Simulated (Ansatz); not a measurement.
# Na on Ta(110): change of the work function, part 2 of 2

How does one ordered layer of Na (hollow site) change the work function of Ta(110), and what dipole does each adsorbate carry?

Ansatz 0.2.0; plane-wave DFT, PBE, Ansatz PAW.

So far, work function, upper face (eV): step 2 (the clean slab) 4.77.

**3. Adsorbate added**

System of this step: Na/Ta(110). The cell holds 17 atoms: 16 Ta and 1 Na. Its edges and angles: a = 5.733 Å, b = 5.733 Å, c = 28.006 Å, α = 90.0°, β = 90.0°, γ = 70.5°. Vacuum lies along c.

The clean slab as it ended is repeated in the plane and the adsorbate is set on one face; the cell's size fixes the coverage, and the k-mesh shrinks with it to keep the sampling density about even. Adsorbate and upper layers relax, since the dipole depends on the height.

Contents of input.yaml:

```yaml
crystal:
  lattice:
    - [4.6810468914, -3.31, 0.0]
    - [4.6810468914, 3.31, 0.0]
    - [0.0, 0.0, 28.0059202823]
  atoms:
    - { symbol: Ta, position: [0.0, 0.0, 0.3213606234] }
    - { symbol: Ta, position: [0.25, 0.25, 0.404933076] }
    - { symbol: Ta, position: [0.0, 0.0, 0.4885911609] }
    - { symbol: Ta, position: [0.25, 0.25, 0.5689081774] }
    - { symbol: Ta, position: [0.0, 0.5, 0.3213606234] }
    - { symbol: Ta, position: [0.25, 0.75, 0.404933076] }
    - { symbol: Ta, position: [0.0, 0.5, 0.4885911609] }
    - { symbol: Ta, position: [0.25, 0.75, 0.5689081774] }
    - { symbol: Ta, position: [0.5, 0.0, 0.3213606234] }
    - { symbol: Ta, position: [0.75, 0.25, 0.404933076] }
    - { symbol: Ta, position: [0.5, 0.0, 0.4885911609] }
    - { symbol: Ta, position: [0.75, 0.25, 0.5689081774] }
    - { symbol: Ta, position: [0.5, 0.5, 0.3213606234] }
    - { symbol: Ta, position: [0.75, 0.75, 0.404933076] }
    - { symbol: Ta, position: [0.5, 0.5, 0.4885911609] }
    - { symbol: Ta, position: [0.75, 0.75, 0.5689081774] }
    - { symbol: Na, position: [0.42, 0.42, 0.6786393766] }
kpoints:
  mp_grid: { grid: [6, 6, 1] }
hamiltonian:
  xc: pbe
scf:
  occupations: { method: fermi_dirac, width: 0.1 }
  convergence: { dr2_threshold: 1.0e-08 }
efield:
  axis: 3
  dipole_correction: true
  ramp_position: 0.97
  ramp_width: 0.06
relax:
  f_tol: 0.02
  max_steps: 60
  constraints: [{ sites: [0, 1, 4, 5, 8, 9, 12, 13] }]
output:
  dos: { projected: true, e_range: [-8, 4] }
  write_potential: true
  write_density: true
  volumetric_format: npy
  elf: true
```

The run is started by

```sh
$ ansatz run input.yaml --threads 4 --pin off --max-ram 6144MiB --backend cpu --events-out ev --progress --plain --runs-dir out
```

Standard output:

```text
[...]
Crystal: 17 atoms, lattice volume = 867.862 Å³
Basis set: ecut = 420 eV, 17005 PW (Γ), exchange–correlation on 80×80×384 points (8 copies of the dense FFT grid, shifted against one another)
Bands: 131, of which v1, the nominal top of the filled ones, is band 109 counted from 1 (108 counted from 0)
Symmetry: 2 space group operations
[...]
k-points: 13 of 36 (time reversal used)
[...]
SCF iter   1: F=—  HF=-160394.466447 eV  |F-HF|=—  |Δ(HF+E_count)|=         —  Δρ=5.13e-3  dr2=8.09e0  ethr=1.77e-3  p=0.740 e·Å  D=1.54e-1 V/Å  ΔV_dip=-4.32 eV  dr2_dipole=6.27e0  V_vac-E_F(+/−)=0.72/5.04 eV  ⟨swp⟩=12.7  Hψ=9057  notcnv=0
[...]
SCF iter  10: F=-160394.238235 eV  HF=-160394.238235 eV  |F-HF|=2.68e-9  |Δ(HF+E_count)|=   3.45e-8  Δρ=3.85e-7  dr2=2.38e-9  ethr=4.61e-12  p=0.519 e·Å  D=1.08e-1 V/Å  ΔV_dip=-3.03 eV  dr2_dipole=4.91e-12  V_vac-E_F(+/−)=1.75/4.78 eV  ⟨swp⟩=13.9  Hψ=12997  notcnv=0
SCF 1 converged in 10 iterations: F = -160394.238235 eV  dr2 = 2.38e-9
[...]
relax step   1: F+E_penalty+E_count = -160394.23823461 eV  Δ(F+E_penalty+E_count) = +0.000e0 eV  max|allowed force component| = 5.487e-1 eV/Å  Δτ_max = 0.0000 Å  (10 SCF iters, accepted)
[...]
SCF iter   9: F=-160394.251865 eV  HF=-160394.251865 eV  |F-HF|=8.15e-9  |Δ(HF+E_count)|=   5.37e-8  Δρ=6.48e-7  dr2=7.54e-9  ethr=4.61e-12  p=0.503 e·Å  D=1.05e-1 V/Å  ΔV_dip=-2.94 eV  dr2_dipole=1.51e-12  V_vac-E_F(+/−)=1.84/4.78 eV  ⟨swp⟩=15.0  Hψ=13628  notcnv=0
SCF 2 converged in 9 iterations: F = -160394.251865 eV  dr2 = 7.54e-9
[...]
relax step   2: F+E_penalty+E_count = -160394.25186458 eV  Δ(F+E_penalty+E_count) = -1.363e-2 eV  max|allowed force component| = 6.281e-1 eV/Å  Δτ_max = 0.1951 Å  (9 SCF iters, accepted)
[...]
SCF iter   9: F=-160394.347402 eV  HF=-160394.347402 eV  |F-HF|=2.56e-9  |Δ(HF+E_count)|=   3.64e-8  Δρ=3.36e-7  dr2=2.56e-9  ethr=4.61e-12  p=0.488 e·Å  D=1.02e-1 V/Å  ΔV_dip=-2.85 eV  dr2_dipole=1.17e-10  V_vac-E_F(+/−)=1.93/4.78 eV  ⟨swp⟩=12.9  Hψ=12479  notcnv=0
SCF 3 converged in 9 iterations: F = -160394.347402 eV  dr2 = 2.56e-9
relax step   3: F+E_penalty+E_count = -160394.34740190 eV  Δ(F+E_penalty+E_count) = -9.554e-2 eV  max|allowed force component| = 1.109e-1 eV/Å  Δτ_max = 0.1817 Å  (9 SCF iters, accepted)
[...]
relax step   4: F+E_penalty+E_count = -160394.35259152 eV  Δ(F+E_penalty+E_count) = -5.190e-3 eV  max|allowed force component| = 3.965e-2 eV/Å  Δτ_max = 0.0781 Å  (8 SCF iters, accepted)
[...]
relax step   5: F+E_penalty+E_count = -160394.35534793 eV  Δ(F+E_penalty+E_count) = -2.756e-3 eV  max|allowed force component| = 3.193e-2 eV/Å  Δτ_max = 0.0707 Å  (7 SCF iters, accepted)
[...]
relax step   6: F+E_penalty+E_count = -160394.36107975 eV  Δ(F+E_penalty+E_count) = -5.732e-3 eV  max|allowed force component| = 2.399e-2 eV/Å  Δτ_max = 0.1989 Å  (8 SCF iters, accepted)
[...]
relax step   7: F+E_penalty+E_count = -160394.36445429 eV  Δ(F+E_penalty+E_count) = -3.375e-3 eV  max|allowed force component| = 1.311e-2 eV/Å  Δτ_max = 0.1963 Å  (8 SCF iters, accepted)
[...]
relax step   8: F+E_penalty+E_count = -160394.36554998 eV  Δ(F+E_penalty+E_count) = -1.096e-3 eV  max|allowed force component| = 2.741e-2 eV/Å  Δτ_max = 0.1951 Å  (8 SCF iters, accepted)
[...]
relax step   9: F+E_penalty+E_count = -160394.36562989 eV  Δ(F+E_penalty+E_count) = -7.992e-5 eV  max|allowed force component| = 4.254e-2 eV/Å  Δτ_max = 0.0500 Å  (7 SCF iters, accepted)
SCF iter   1: F=—  HF=-160394.365857 eV  |F-HF|=—  |Δ(HF+E_count)|=         —  Δρ=1.78e-4  dr2=4.19e-4  ethr=2.19e-6  p=0.477 e·Å  D=9.95e-2 V/Å  ΔV_dip=-2.79 eV  dr2_dipole=2.27e-5  V_vac-E_F(+/−)=1.99/4.78 eV  ⟨swp⟩=3.2  Hψ=3149  notcnv=0
[...]
SCF iter   6: F=-160394.365808 eV  HF=-160394.365808 eV  |F-HF|=3.58e-9  |Δ(HF+E_count)|=   3.23e-8  Δρ=5.71e-7  dr2=6.56e-9  ethr=4.61e-12  p=0.478 e·Å  D=9.96e-2 V/Å  ΔV_dip=-2.79 eV  dr2_dipole=2.58e-10  V_vac-E_F(+/−)=1.99/4.78 eV  ⟨swp⟩=11.2  Hψ=14415  notcnv=0
SCF 10 converged in 6 iterations: F = -160394.365808 eV  dr2 = 6.56e-9
relax step  10: F+E_penalty+E_count = -160394.36580825 eV  Δ(F+E_penalty+E_count) = -1.784e-4 eV  max|allowed force component| = 8.092e-3 eV/Å  Δτ_max = 0.0202 Å  (6 SCF iters, accepted)
NSCF: frozen V_eff on 13 k-points
[...]
SCF converged after 6 iterations
Free energy (F): -160394.365808 eV
[...]
Internal energy: -160393.621403 eV  (E = F + TS)
E sigma→0 (E₀):  -160393.993606 eV
Entropy (-TS):   -0.744405 eV (-43.789 meV/atom)
Fermi energy:    4.280220 eV
Dipole field:    D = 0.099626 V/Å  (p = 0.477818 e·Å, saw-weighted, corrected)
Work function:   Φ+ = 1.9924 eV   Φ− = 4.7825 eV
[...]
--- Forces (eV/Å), atoms counted from 1 ---
  atom   1  Ta     0.00011690    -0.00000000     0.40531596
  atom   2  Ta    -0.00180097     0.00000000    -0.41352552
  atom   3  Ta     0.00643982     0.00000000     0.00352037
  atom   4  Ta    -0.00242725     0.00000000     0.00483237
  atom   5  Ta     0.00001383    -0.00015891     0.41595108
  atom   6  Ta    -0.00030146    -0.03251437    -0.42356828
  atom   7  Ta     0.00354796    -0.00623136     0.00282041
  atom   8  Ta    -0.00227967     0.00120538    -0.00658917
  atom   9  Ta     0.00001383     0.00015891     0.41595108
  atom  10  Ta    -0.00030146     0.03251437    -0.42356828
  atom  11  Ta     0.00354796     0.00623136     0.00282041
  atom  12  Ta    -0.00227967    -0.00120538    -0.00658917
  atom  13  Ta    -0.00018618     0.00000000     0.43536075
  atom  14  Ta     0.00109683    -0.00000000    -0.41450584
  atom  15  Ta    -0.00337901    -0.00000000    -0.00282716
  atom  16  Ta    -0.00209386    -0.00000000     0.00809232
  atom  17  Na     0.00026414     0.00000000    -0.00349629
  max |Σ_I F_I| component: 8.29e-6 eV/Å
--- Band table (eV; the first three rows and the last of 13) ---
  k-point 0: bands = [... 105 lower, 4.4254, 4.5539, 4.6793, 4.8025, 5.0999, 5.3229, 5.3478, 5.4154, ... 18 higher]
  k-point 1: bands = [... 105 lower, 4.2225, 4.3553, 4.6074, 4.7751, 4.8102, 4.9438, 5.0138, 5.0667, ... 18 higher]
  k-point 2: bands = [... 105 lower, 4.0089, 4.0920, 4.1051, 4.1201, 4.2250, 4.2805, 4.3531, 4.4298, ... 18 higher]
  k-point 12: bands = [... 105 lower, 4.2621, 4.3887, 4.4157, 4.4317, 4.4362, 4.4393, 4.5210, 4.6682, ... 18 higher]
--- Relaxed structure (10 steps of the walk, 10 accepted, 0 SCFs on fresh bases) ---
  F+E_penalty+E_count = -160394.36580825 eV   max|allowed force component| = 8.092e-3 eV/Å
  atoms:
    - { symbol: Ta, position: [0.0, 0.0, 0.3213606234] }
    - { symbol: Ta, position: [0.250000, 0.250000, 0.404933076] }
    - { symbol: Ta, position: [-3.117021e-5, -3.117021e-5, 0.487758] }
    - { symbol: Ta, position: [0.251179, 0.251179, 0.570647] }
    - { symbol: Ta, position: [-8.326673e-17, 0.5, 0.3213606234] }
    - { symbol: Ta, position: [0.250000, 0.75, 0.404933076] }
    - { symbol: Ta, position: [-9.493975e-5, 0.500054, 0.488795] }
    - { symbol: Ta, position: [0.246803, 0.753418, 0.569295] }
    - { symbol: Ta, position: [0.5, -8.326673e-17, 0.3213606234] }
    - { symbol: Ta, position: [0.75, 0.250000, 0.404933076] }
    - { symbol: Ta, position: [0.500054, -9.493975e-5, 0.488795] }
    - { symbol: Ta, position: [0.753418, 0.246803, 0.569295] }
    - { symbol: Ta, position: [0.500000, 0.500000, 0.3213606234] }
    - { symbol: Ta, position: [0.750000, 0.750000, 0.404933076] }
    - { symbol: Ta, position: [0.500013, 0.500013, 0.488695] }
    - { symbol: Ta, position: [0.749036, 0.749036, 0.570659] }
    - { symbol: Na, position: [0.499550, 0.499550, 0.667932] }
```

The job ended after 2.2 min (4 threads of AMD EPYC 9R45, shared host; peak memory 3.2 GiB; 8.3 min of CPU time).

Step by step:

| step | energy less that of the first step (eV) | largest force component (eV/Å) |
| --- | --- | --- |
| 1 | 0.0000 | 0.5487 |
| 2 | -0.0136 | 0.6281 |
| 3 | -0.1092 | 0.1109 |
| 4 | -0.1144 | 0.0396 |
| 5 | -0.1171 | 0.0319 |
| 6 | -0.1228 | 0.0240 |
| 7 | -0.1262 | 0.0131 |
| 8 | -0.1273 | 0.0274 |
| 9 | -0.1274 | 0.0425 |
| 10 | -0.1276 | 0.0081 |

The run keeps the 2 symmetry operations that the program found, so distortions that break them were not tested.

The atoms that moved most (Å):

| atom | dx | dy | dz | length |
| --- | --- | --- | --- | --- |
| Na17 | 0.745 | 0.000 | -0.300 | 0.803 |
| Ta4 | 0.011 | 0.000 | 0.049 | 0.050 |
| Ta16 | -0.009 | 0.000 | 0.049 | 0.050 |
| Ta8 | 0.001 | 0.022 | 0.011 | 0.024 |
| Ta12 | 0.001 | -0.022 | 0.011 | 0.024 |
| Ta3 | 0.000 | 0.000 | -0.023 | 0.023 |
| Ta11 | 0.000 | 0.000 | 0.006 | 0.006 |
| Ta7 | 0.000 | 0.000 | 0.006 | 0.006 |

The relaxed structure:

```xyz
17
Lattice="4.6810 -3.3100 0.0000 4.6810 3.3100 0.0000 0.0000 0.0000 28.0059" Properties=species:S:1:pos:R:3
Ta    0.0000    0.0000    9.0000
Ta    2.3405    0.0000   11.3405
Ta   -0.0003    0.0000   13.6601
Ta    2.3516    0.0000   15.9815
Ta    2.3405    1.6550    9.0000
Ta    4.6810    1.6550   11.3405
Ta    2.3403    1.6555   13.6892
Ta    4.6821    1.6769   15.9436
Ta    2.3405   -1.6550    9.0000
Ta    4.6810   -1.6550   11.3405
Ta    2.3403   -1.6555   13.6892
Ta    4.6821   -1.6769   15.9436
Ta    4.6810    0.0000    9.0000
Ta    7.0216    0.0000   11.3405
Ta    4.6812    0.0000   13.6864
Ta    7.0125    0.0000   15.9818
Na    4.6768    0.0000   18.7060
```

Read from the output:

- energy at zero smearing: -160393.9936 eV
- work function, upper face: 1.992 eV
- work function, lower face: 4.782 eV
- dipole along the normal: 0.4778 e·Å
- step between the vacuum levels: -2.790 eV

Running mean over 2.341 Å of the planar mean; the ramp of the sawtooth is left out. The electron's electrostatic potential energy less the Fermi level by z:

z (Å), electron's electrostatic potential energy less the Fermi level (eV) and a bar from the least value:
```
      3.5        4.8 ##############################
      4.0        4.8 ##############################
      4.5        4.8 ##############################
      5.0        4.8 ##############################
      5.5        4.7 ##############################
      6.0        4.6 ##############################
      6.5        4.2 #############################
      7.0        3.0 ##########################
      7.5       -0.3 ####################
      8.0       -5.2 ###########
      8.5       -8.9 ###
      9.0      -10.1 #
      9.5      -10.1 #
     10.0      -10.0 #
     10.5      -10.0 #
     11.0      -10.0 #
     11.5      -10.0 #
     12.0      -10.0 #
     12.5      -10.0 #
     13.0      -10.0 #
     13.5      -10.0 #
     14.0      -10.2 #
     14.5      -10.5 
     15.0      -10.6 
     15.5      -10.4 
     16.0      -10.1 #
     16.5       -8.8 ####
     17.0       -5.2 ###########
     17.5       -1.1 ###################
     18.0        0.9 ######################
     18.5        1.3 #######################
     19.0        1.2 #######################
     19.5        1.1 #######################
     20.0        1.5 ########################
     20.5        1.8 ########################
     21.0        1.9 ########################
     21.5        2.0 ########################
     22.0        2.0 #########################
     22.5        2.0 #########################
     23.0        2.0 #########################
     23.5        2.0 #########################
     24.0        2.0 #########################
     24.5        2.0 #########################
```

The density of states has structure finer than the step of the table below, so its rows give means over 0.25 eV. Peaks (eV: height): -1.560: 46.5, -1.470: 43.9, -1.230: 44.0, -1.140: 31.9, -1.050: 34.7, -0.780: 29.7, -0.300: 30.0.

Density of states against energy, zero at the Fermi level; means over each step:

| energy (eV) | density of states (states/eV a cell) |
| --- | --- |
| -7.75 | 0 |
| -7.50 | 0.169 |
| -7.25 | 0.895 |
| -7.00 | 0.858 |
| -6.75 | 0.945 |
| -6.50 | 0.941 |
| -6.25 | 1.71 |
| -6.00 | 2.29 |
| -5.75 | 2.35 |
| -5.50 | 2.50 |
| -5.25 | 1.48 |
| -5.00 | 3.54 |
| -4.75 | 4.65 |
| -4.50 | 4.18 |
| -4.25 | 6.86 |
| -4.00 | 9.87 |
| -3.75 | 11.4 |
| -3.50 | 9.37 |
| -3.25 | 14.6 |
| -3.00 | 18.3 |
| -2.75 | 15.4 |
| -2.50 | 10.7 |
| -2.25 | 10.3 |
| -2.00 | 7.53 |
| -1.75 | 6.16 |
| -1.50 | 33.4 |
| -1.25 | 33.0 |
| -1.00 | 24.7 |
| -0.75 | 25.2 |
| -0.50 | 23.0 |
| -0.25 | 26.0 |
| 0.00 | 23.2 |
| 0.25 | 18.5 |
| 0.50 | 11.6 |
| 0.75 | 13.2 |
| 1.00 | 14.4 |
| 1.25 | 12.4 |
| 1.50 | 12.1 |
| 1.75 | 11.9 |

Projected DOS per atom over height of the atomic layer and energy from the Fermi level. Layers: Ta4 Ta4 Ta4 Ta4 Na from below.

Ten even steps from '0' (0.00 states/eV) to '9' (2.02 states/eV), each cell a mean:
```
42142
32243
42242
53340
86670
96570
87692
78992
11120
33330
45540
34440
23320
12210
11110
00000
00000
00000
00000
00000
00000
00000
```
Columns: height of the atomic layer (Å) from 9 to 18.7 (not evenly spaced); rows upwards: energy from the Fermi level (eV) from -7.96 to 1.84.

ELF in the ca plane at fractional y = 0.500, with atoms of Ta and Na within 0.2 Å of it. It is the smooth field of the valence electrons, not physical close to the nuclei.

Ten even steps from '0' (0.00) to '9' (0.68), each cell a mean:
```
96477556538869736755678765422100000000000000
73476456634897346544567765432110000000000000
34665446753343466544567765322111000000000000
56764445775444676544567641000111100000000000
44665446753343466544577410100001110000000000
74476456635897346544676126751001210000000000
96477556538869736655685167684000211000000000
87477566549638736765784166485000111000000000
95476556537999536655685147873000211000000000
53565446643665356544577212420001110000000000
45664446775334576544567520000011100000000000
45664446775334576544567753111111000000000000
53565446643564356544567765432210000000000000
95476556537999536655677765432100000000000000
87477566549628736765678765321100000000000000
```
Columns run along c (16.0 Å, from fractional 0.33 to 0.90 of the cell), rows up along a (5.7 Å). Atoms in or near the plane, at fractional coordinates: Ta at (0.49, 0.00), Ta at (0.49, 0.50), Na at (0.67, 0.50).

Valence density in the ca plane at fractional y = 0.500, with atoms of Ta and Na within 0.2 Å of it. It is the smooth field of the valence electrons, not physical close to the nuclei.

Values in units of 1e0 e/Å³, 8 rows by 16 columns, each cell a mean:
```
1.5 0.3 0.2 0.8 3.4 0.7 0.3 0.2 0.1 0.0 0.0 0.0 0.0 0.0 0.0 0.0
0.3 0.3 0.3 0.3 0.5 0.3 0.3 0.2 0.1 0.0 0.0 0.0 0.0 0.0 0.0 0.0
0.5 0.3 0.3 0.3 0.9 0.3 0.3 0.2 0.1 0.2 0.0 0.0 0.0 0.0 0.0 0.0
2.0 0.3 0.2 1.1 4.0 1.0 0.2 0.2 0.3 8.6 0.4 0.0 0.0 0.0 0.0 0.0
1.5 0.3 0.2 0.8 3.4 0.7 0.2 0.2 0.2 5.2 0.3 0.0 0.0 0.0 0.0 0.0
0.3 0.3 0.3 0.3 0.5 0.3 0.3 0.2 0.1 0.1 0.0 0.0 0.0 0.0 0.0 0.0
0.5 0.3 0.3 0.3 1.0 0.3 0.3 0.2 0.1 0.0 0.0 0.0 0.0 0.0 0.0 0.0
1.9 0.3 0.2 1.1 3.9 1.0 0.2 0.2 0.1 0.0 0.0 0.0 0.0 0.0 0.0 0.0
```
Columns run along c (16.0 Å, from fractional 0.33 to 0.90 of the cell), rows up along a (5.7 Å). Atoms in or near the plane, at fractional coordinates: Ta at (0.49, 0.00), Ta at (0.49, 0.50), Na at (0.67, 0.50).

Electrostatic potential energy in the ca plane at fractional y = 0.500, with atoms of Ta and Na within 0.2 Å of it. With pseudopotentials it is smooth inside the atoms' cores, unlike the true potential.

Ten even steps from '0' (-49 eV) to '9' (8 eV), each cell a mean:
```
04899999973000489999999999999999999999999999
46899999986324789999999999999999999999999999
78999889998777899988999999999999999999999999
89998889999888999988999999999999999999999999
78999889998777899988999999889999999999999999
46899999986324689999999986578999999999999999
04899999973000489999999961038899999999999999
04799999962000479999999850027899999999999999
25899999974102589999999974258999999999999999
68999889987556899999999998888999999999999999
89999889999888999988999999999999999999999999
89999889999888999988999999999999999999999999
68999889987556899989999999999999999999999999
25899999974102589999999999999999999999999999
04799999962000479999999999999999999999999999
```
Columns run along c (16.0 Å, from fractional 0.33 to 0.90 of the cell; values clipped at the 3rd and 97th percentile), rows up along a (5.7 Å). Atoms in or near the plane, at fractional coordinates: Ta at (0.49, 0.00), Ta at (0.49, 0.50), Na at (0.67, 0.50).

The relaxation took 10 steps and lowered the energy by 0.13 eV; the largest force on the free atoms ends at 0.0081 eV/Å.

By hand: a sheet of dipoles makes a step −p/(ε₀A) in the electron's potential. With e/ε₀ = 180.95 V·Å, p = 0.4778 e·Å and A = 30.99 Å², that is −180.95 × (0.4778) / 30.99 = -2.790 eV, and the two vacuum levels of the run differ by -2.790 eV.

The covered face has 1.99 eV, -2.77 eV against the clean one; the bare back face has moved by -0.04 eV, a measure of how thin the slab is.

**4. Work function against coverage**

This step: plane-wave DFT, PBE, Ansatz PAW; work function against coverage (Ansatz 0.2.0).

The runs are now put side by side.

This step gave:

```yaml
work_function_of_the_clean_face: 4.767 eV
largest_change_of_the_work_function: -2.774 eV
```

The work function of the covered face by coverage:

| coverage (adsorbates/nm²) | work function of the covered face (eV) |
| --- | --- |
| 0.00 | 4.77 |
| 3.23 | 1.99 |

The dipole per adsorbate comes from the change of the cell's dipole. Coverage, by row:

| coverage (1/nm²) | coverage (ML) | work function (eV) | change (eV) | dipole per adsorbate, positive end outwards (debye) | mean height of the added atoms over the highest substrate atom (Å) |
| --- | --- | --- | --- | --- | --- |
| 3.227 | 0.25 | 1.992 | -2.774 | 2.253 | 2.724 |

**5. Summary of results**

| Property | Result |
| --- | --- |
| work function of the clean face | 4.77 eV |
| work function at 0.25 ML | 1.99 eV |
| dipole per adsorbate at 0.25 ML, positive end outwards | 2.25 D |

What this shows: Na lowers the work function of Ta(110) at the lowest coverage, by 2.77 eV: the adsorbate layer has its positive end outwards. One coverage alone was completed, so no trend follows. The slab has 4 layers, at the tabulated experimental lattice constant, one starting site was run, and quantum-size effects of a slab this thin can reach one or two tenths of an eV.

[Long decimals in the printed logs are rounded to 6 places.]

[Logs are printed without paths, hosts, clocks, repeated set-up lines and the standing remarks that a program may print on its own settings, such as how far it seeks lower states.]

[Hosts, paths, dates, database ids (printed as entryN), source tags and the programs' standing remarks are cut or masked in the printed files.]

[Maps of the electrostatic potential energy from Ansatz leave out the sawtooth potential of an applied field or a dipole correction, so their vacuum need not be flat; planar profiles and work functions include it.]

[The density of states shown here was stored with 400 of the rows of the run's finer table, so its peaks can read low, often by over a quarter, or be missed, and its means over a window can be off by a tenth or more.]
